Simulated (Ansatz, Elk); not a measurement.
# MgPbO2: X-ray structure factors from the self-consistent density

Structure refinements treat a crystal as free atoms side by side. For a made-up structure of MgPbO2 (cell and positions from a PBEsol relaxation) the runs below show what the calculated density changes in F(hkl).

Program: Elk 11.2.3 (patched build). Level of theory: DFT, PBE, all-electron APW+lo, Dirac cores, scalar-relativistic bands, static density, no spin. Results are calculated unless marked as measured.

This account leaves out most program logs.

The structure was built from a prototype and need not be the compound's stable phase.

## (1) Set-up

The structure is trigonal, space group P3m1 (No. 156). Conventional cell: a = 3.428 Å, b = 3.428 Å, c = 6.327 Å, α = 90.00°, β = 90.00°, γ = 120.00°. Nearest to Pb lie 4 O at 2.29 to 2.70 Å. Nearest to Mg lie 4 O at 2.03 Å. O has 3 Mg at 2.03 Å and 1 Pb at 2.70 Å nearest. O has 1 Mg at 2.03 Å and 3 Pb at 2.29 Å nearest. Farther neighbours and most contacts between anions are not listed.

Coordinates:

```cif
data_structure
_symmetry_space_group_name_H-M 'P3m1'
_symmetry_Int_Tables_number 156
_cell_length_a 3.4278
_cell_length_b 3.4278
_cell_length_c 6.3268
_cell_angle_alpha 90.000
_cell_angle_beta 90.000
_cell_angle_gamma 120.000
_cell_volume 64.38
loop_
_atom_site_label
_atom_site_type_symbol
_atom_site_symmetry_multiplicity
_atom_site_Wyckoff_symbol
_atom_site_fract_x
_atom_site_fract_y
_atom_site_fract_z
_atom_site_occupancy
Pb1 Pb 1 a 0.00000 0.00000 0.00939 1
Mg1 Mg 1 c 0.66667 0.33333 0.50565 1
O1 O 1 a 0.00000 0.00000 0.43680 1
O2 O 1 c 0.66667 0.33333 0.82646 1
```

## (2) Ground state and structure factors

An all-electron density is needed, since X-rays see the cores too. Task 0 finds the density and task 195 Fourier-transforms it; tshift is off so that phases refer to the origin typed.

The input, elk.in:

```
tasks
  0
  195

xctype
  20

spinpol
  .false.

rgkmax
  7.0

gmaxvr
  14.0

lmaxo
  7

lmaxapw
  8

swidth
  0.002

tshift
  .false.

ramdisk
  .false.

hmaxvr
  5.5

maxscl
  120

epspot
  1e-06

sppath
  './'

avec
  6.47756399534 -0.00000000000 0.00000000000
  -3.23878199767 5.60973497460 -0.00000000000
  0.00000000000 0.00000000000 11.95595009213

atoms
  3
  'Pb.in'
  1
  -0.0000000000 -0.0000000000 0.0093932643   0.000000 0.000000 0.000000
  'Mg.in'
  1
  0.6666666667 0.3333333333 0.5056493443   0.000000 0.000000 0.000000
  'O.in'
  2
  -0.0000000000 -0.0000000000 0.4367976567   0.000000 0.000000 0.000000
  0.6666666667 0.3333333333 0.8264597347   0.000000 0.000000 0.000000

ngridk
  8 8 4
```

On the command line:

```console
$ OMP_NUM_THREADS=4 elk
```

Elapsed: 38 s, on 4 threads of Arm Neoverse V2, shared host; peak memory 0.21 GiB; 2.1 min of CPU time.

SFACRHO.OUT:

```text

h k l indices transformed by vhmat matrix:
   1.000000000       0.000000000       0.000000000    
   0.000000000       1.000000000       0.000000000    
   0.000000000       0.000000000       1.000000000    

      h      k      l  multipl.   |H|            Re(F)            Im(F)           |F|

      0      0      0      1   0.0000000       110.00000     -0.37177185E-16   110.00000    
      0      0      1      1  0.52552790       64.226114      0.46197249       64.227776    
      0      0     -1      1  0.52552790       64.226114     -0.46197249       64.227776    
      0      0     -2      1   1.0510558       82.681352      0.93890066       82.686683    
      0      0      2      1   1.0510558       82.681352     -0.93890066       82.686683    
     -1      1      0      3   1.1200503       70.838957      -13.587068       72.130203    
      1     -1      0      3   1.1200503       70.838957       13.587068       72.130203    
      0     -1     -1      3   1.2372115       72.876501      -4.2491834       73.000274    
      1     -1      1      3   1.2372115       72.876501       4.2491835       73.000274    
     -1      0     -1      3   1.2372115       62.807957      -14.776492       64.522742    
      1      0      1      3   1.2372115       62.807957       14.776492       64.522742    
     -1      1      2      3   1.5359788       64.416822       1.4722921       64.433645    
     -1      1     -2      3   1.5359788       70.895509      -10.648680       71.690778    
     -1      0      2      3   1.5359788       70.895509       10.648680       71.690778    
     -1      0     -2      3   1.5359788       64.416822      -1.4722921       64.433645    
      0      0      3      1   1.5765837       50.277090       16.447452       52.899002    
      0      0     -3      1   1.5765837       50.277090      -16.447452       52.899002    
     -1      1      3      3   1.9339413       65.484203       25.273451       70.192080
```

Elk indexes on the primitive cell of elk.in and gives |H| = 4π sin θ/λ in inverse bohr. Below, one row stands for each form hkl of the conventional cell (m members, Friedel mates merged), F is for one primitive cell and the density is static (no thermal factor). Free-atom factors are Waasmaier and Kirfel's, and R is Σm||F|−|F'||/Σm|F|.

| hkl | m | sin θ/λ (Å⁻¹) | abs F, DFT | neutral atoms | diff. | abs of complex diff. | ions | diff. |
| --- | --- | --- | --- | --- | --- | --- | --- | --- |
| 001 | 2 | 0.079 | 64.228 | 64.576 | -0.348 | 0.353 | 63.907 | +0.321 |
| 002 | 2 | 0.158 | 82.687 | 82.627 | +0.059 | 0.487 | 82.468 | +0.219 |
| 100 | 6 | 0.168 | 72.130 | 71.848 | +0.282 | 0.367 | 72.240 | -0.109 |
| 011 | 6 | 0.186 | 73.000 | 73.133 | -0.133 | 0.472 | 73.034 | -0.033 |
| 101 | 6 | 0.186 | 64.523 | 65.137 | -0.614 | 0.704 | 64.405 | +0.117 |
| 102 | 6 | 0.231 | 64.434 | 64.357 | +0.076 | 0.108 | 64.471 | -0.037 |
| 012 | 6 | 0.231 | 71.691 | 71.380 | +0.311 | 0.327 | 71.703 | -0.012 |
| 003 | 2 | 0.237 | 52.899 | 53.002 | -0.103 | 0.364 | 52.895 | +0.004 |
| 103 | 6 | 0.291 | 70.192 | 70.145 | +0.047 | 0.114 | 70.235 | -0.043 |
| 013 | 6 | 0.291 | 66.127 | 66.109 | +0.018 | 0.022 | 66.200 | -0.073 |
| 110 | 6 | 0.292 | 78.358 | 78.272 | +0.086 | 0.086 | 78.362 | -0.005 |
| 111 | 12 | 0.302 | 52.191 | 52.173 | +0.018 | 0.069 | 52.162 | +0.029 |
| 004 | 2 | 0.316 | 66.326 | 66.322 | +0.004 | 0.032 | 66.428 | -0.102 |
| 112 | 12 | 0.332 | 66.493 | 66.518 | -0.025 | 0.027 | 66.577 | -0.084 |
| 200 | 6 | 0.337 | 58.031 | 58.108 | -0.077 | 0.077 | 58.060 | -0.029 |
| 021 | 6 | 0.346 | 55.874 | 55.843 | +0.031 | 0.060 | 55.998 | -0.124 |
| 201 | 6 | 0.346 | 60.698 | 60.623 | +0.075 | 0.081 | 60.671 | +0.027 |
| 104 | 6 | 0.358 | 56.808 | 56.863 | -0.055 | 0.062 | 56.776 | +0.032 |

The ions are Mg2+, Pb2+ and O2−, by formal charge.

## (3) The highest occupied states alone

An energy window below the Fermi level keeps the highest occupied states, to see at which angles they scatter; shallow core shells can lie inside it and anion s states outside. No new self-consistency is needed.

Edit elk.in of step 2 so:

```diff
@@ -1,3 +1,2 @@
 tasks
-  0
   195
@@ -40,2 +39,5 @@
 
+wsfac
+  -0.186670 0.480830
+
 sppath
```

On the command line:

```console
$ OMP_NUM_THREADS=4 elk
```

Wall time 6.2 s (4 threads); peak memory 0.21 GiB.

States within 10 eV below the Fermi level hold 14.00 electrons; any levels below the window count with the cores. Their amplitudes can exceed the total, where window and core parts have opposite phase:

| hkl | sin θ/λ (Å⁻¹) | abs F, window | abs F, all |
| --- | --- | --- | --- |
| 001 | 0.079 | 1.882 | 64.228 |
| 002 | 0.158 | 4.993 | 82.687 |
| 100 | 0.168 | 3.629 | 72.130 |
| 011 | 0.186 | 3.723 | 73.000 |
| 101 | 0.186 | 5.445 | 64.523 |
| 102 | 0.231 | 0.956 | 64.434 |
| 012 | 0.231 | 4.424 | 71.691 |
| 003 | 0.237 | 3.950 | 52.899 |
| 103 | 0.291 | 2.794 | 70.192 |
| 013 | 0.291 | 0.080 | 66.127 |

## (4) Another functional

The difference from free atoms is small, so it is set against the change that LDA (Perdew-Wang) makes.

Edit elk.in of step 3 so:

```diff
@@ -1,2 +1,3 @@
 tasks
+  0
   195
@@ -4,3 +5,3 @@
 xctype
-  20
+  3
 
@@ -39,5 +40,2 @@
 
-wsfac
-  -0.186670 0.480830
-
 sppath
```

On the command line:

```console
$ OMP_NUM_THREADS=4 elk
```

Elapsed: 26 s, on 4 threads; peak memory 0.21 GiB; 91 s of CPU time.

Against the first run R = 0.02 %; the largest change is -0.047 at 110.

## (5) Basis size

The basis and the expansions that go with it are enlarged, to see whether the differences are converged.

Edit elk.in of step 4 so:

```diff
@@ -5,3 +5,3 @@
 xctype
-  3
+  20
 
@@ -11,12 +11,12 @@
 rgkmax
-  7.0
+  8.5
 
 gmaxvr
-  14.0
+  18.0
 
 lmaxo
-  7
+  9
 
 lmaxapw
-  8
+  10
```

On the command line:

```console
$ OMP_NUM_THREADS=4 elk
```

Elapsed: 1.9 min, on 4 threads; peak memory 0.29 GiB.

Against the first run R = 0.01 %; the largest change is +0.010 at 131.

## (6) Basis size

A smaller basis shows how fast F responds to it; the change is likely larger than the basis error of the first run, but doesn't show convergence.

Edit elk.in of step 5 so:

```diff
@@ -11,12 +11,12 @@
 rgkmax
-  8.5
+  5.5
 
 gmaxvr
-  18.0
+  14.0
 
 lmaxo
-  9
+  7
 
 lmaxapw
-  10
+  8
```

On the command line:

```console
$ OMP_NUM_THREADS=4 elk
```

The job ended after 24 s (4 threads; peak memory 0.21 GiB).

Against the first run R = 0.02 %; the largest change is -0.067 at 110.

## (7) Settings against the effect

| run | R against the first run (%) | R against neutral atoms, low angle (%) | wall time |
| --- | --- | --- | --- |
| PBE, rgkmax 7 | 0.00 | 0.28 | 38 s |
| LDA (Perdew-Wang) | 0.02 | 0.24 | 26 s |
| rgkmax 8.5 with larger expansions | 0.01 | 0.28 | 1.9 min |
| rgkmax 5.5 | 0.02 | 0.25 | 24 s |

## (8) Outcome

| Property | Result |
| --- | --- |
| R against neutral atoms, sin θ/λ < 0.3 Å⁻¹ | 0.28 % |
| R against neutral atoms, 0.3 to 0.82 Å⁻¹ | 0.06 % |
| R against ions, below 0.3 Å⁻¹ | 0.10 % |

In words: Independent neutral atoms miss the calculated amplitudes by R = 0.28 % below 0.3 Å⁻¹ and 0.06 % from there to 0.82 Å⁻¹; by shells, 0.54 % below 0.15 Å⁻¹ (1 form), 0.27 % 0.15 to 0.3 (10 forms), 0.06 % 0.3 to 0.45 (18 forms), 0.07 % above 0.45 (117 forms). Bonding, aspherical density and the tables' own atoms all enter these figures, and the runs don't part them. The largest change of an amplitude is -0.61 electrons, at 101. R counts amplitudes alone; phases shift too. Formal ions give R = 0.10 % at low angle, nearer than neutral atoms. The window's part falls from 14.0 electrons at the origin to at most 1.07 between 0.45 and 0.82 Å⁻¹, where compact states inside the window still scatter. Below 0.3 Å⁻¹ the changes that finished (LDA (Perdew-Wang), rgkmax 8.5 with larger expansions and rgkmax 5.5) move F by R = 0.04 % at most, against the 0.28 % that separates it from free atoms. The k-mesh has no finished test. Spin-orbit coupling is left out, which can matter for elements this heavy. Part of the difference isn't bonding: the tables are fits to free atoms and ions calculated by other methods than this functional. Thermal motion, anomalous dispersion and extinction are left out.

[Logs are printed without paths, hosts, clocks, repeated set-up lines and the standing remarks that a program may print on its own settings, such as how far it seeks lower states.]

[Hosts, paths, dates, database ids (printed as entryN), source tags and the programs' standing remarks are cut or masked in the printed files.]
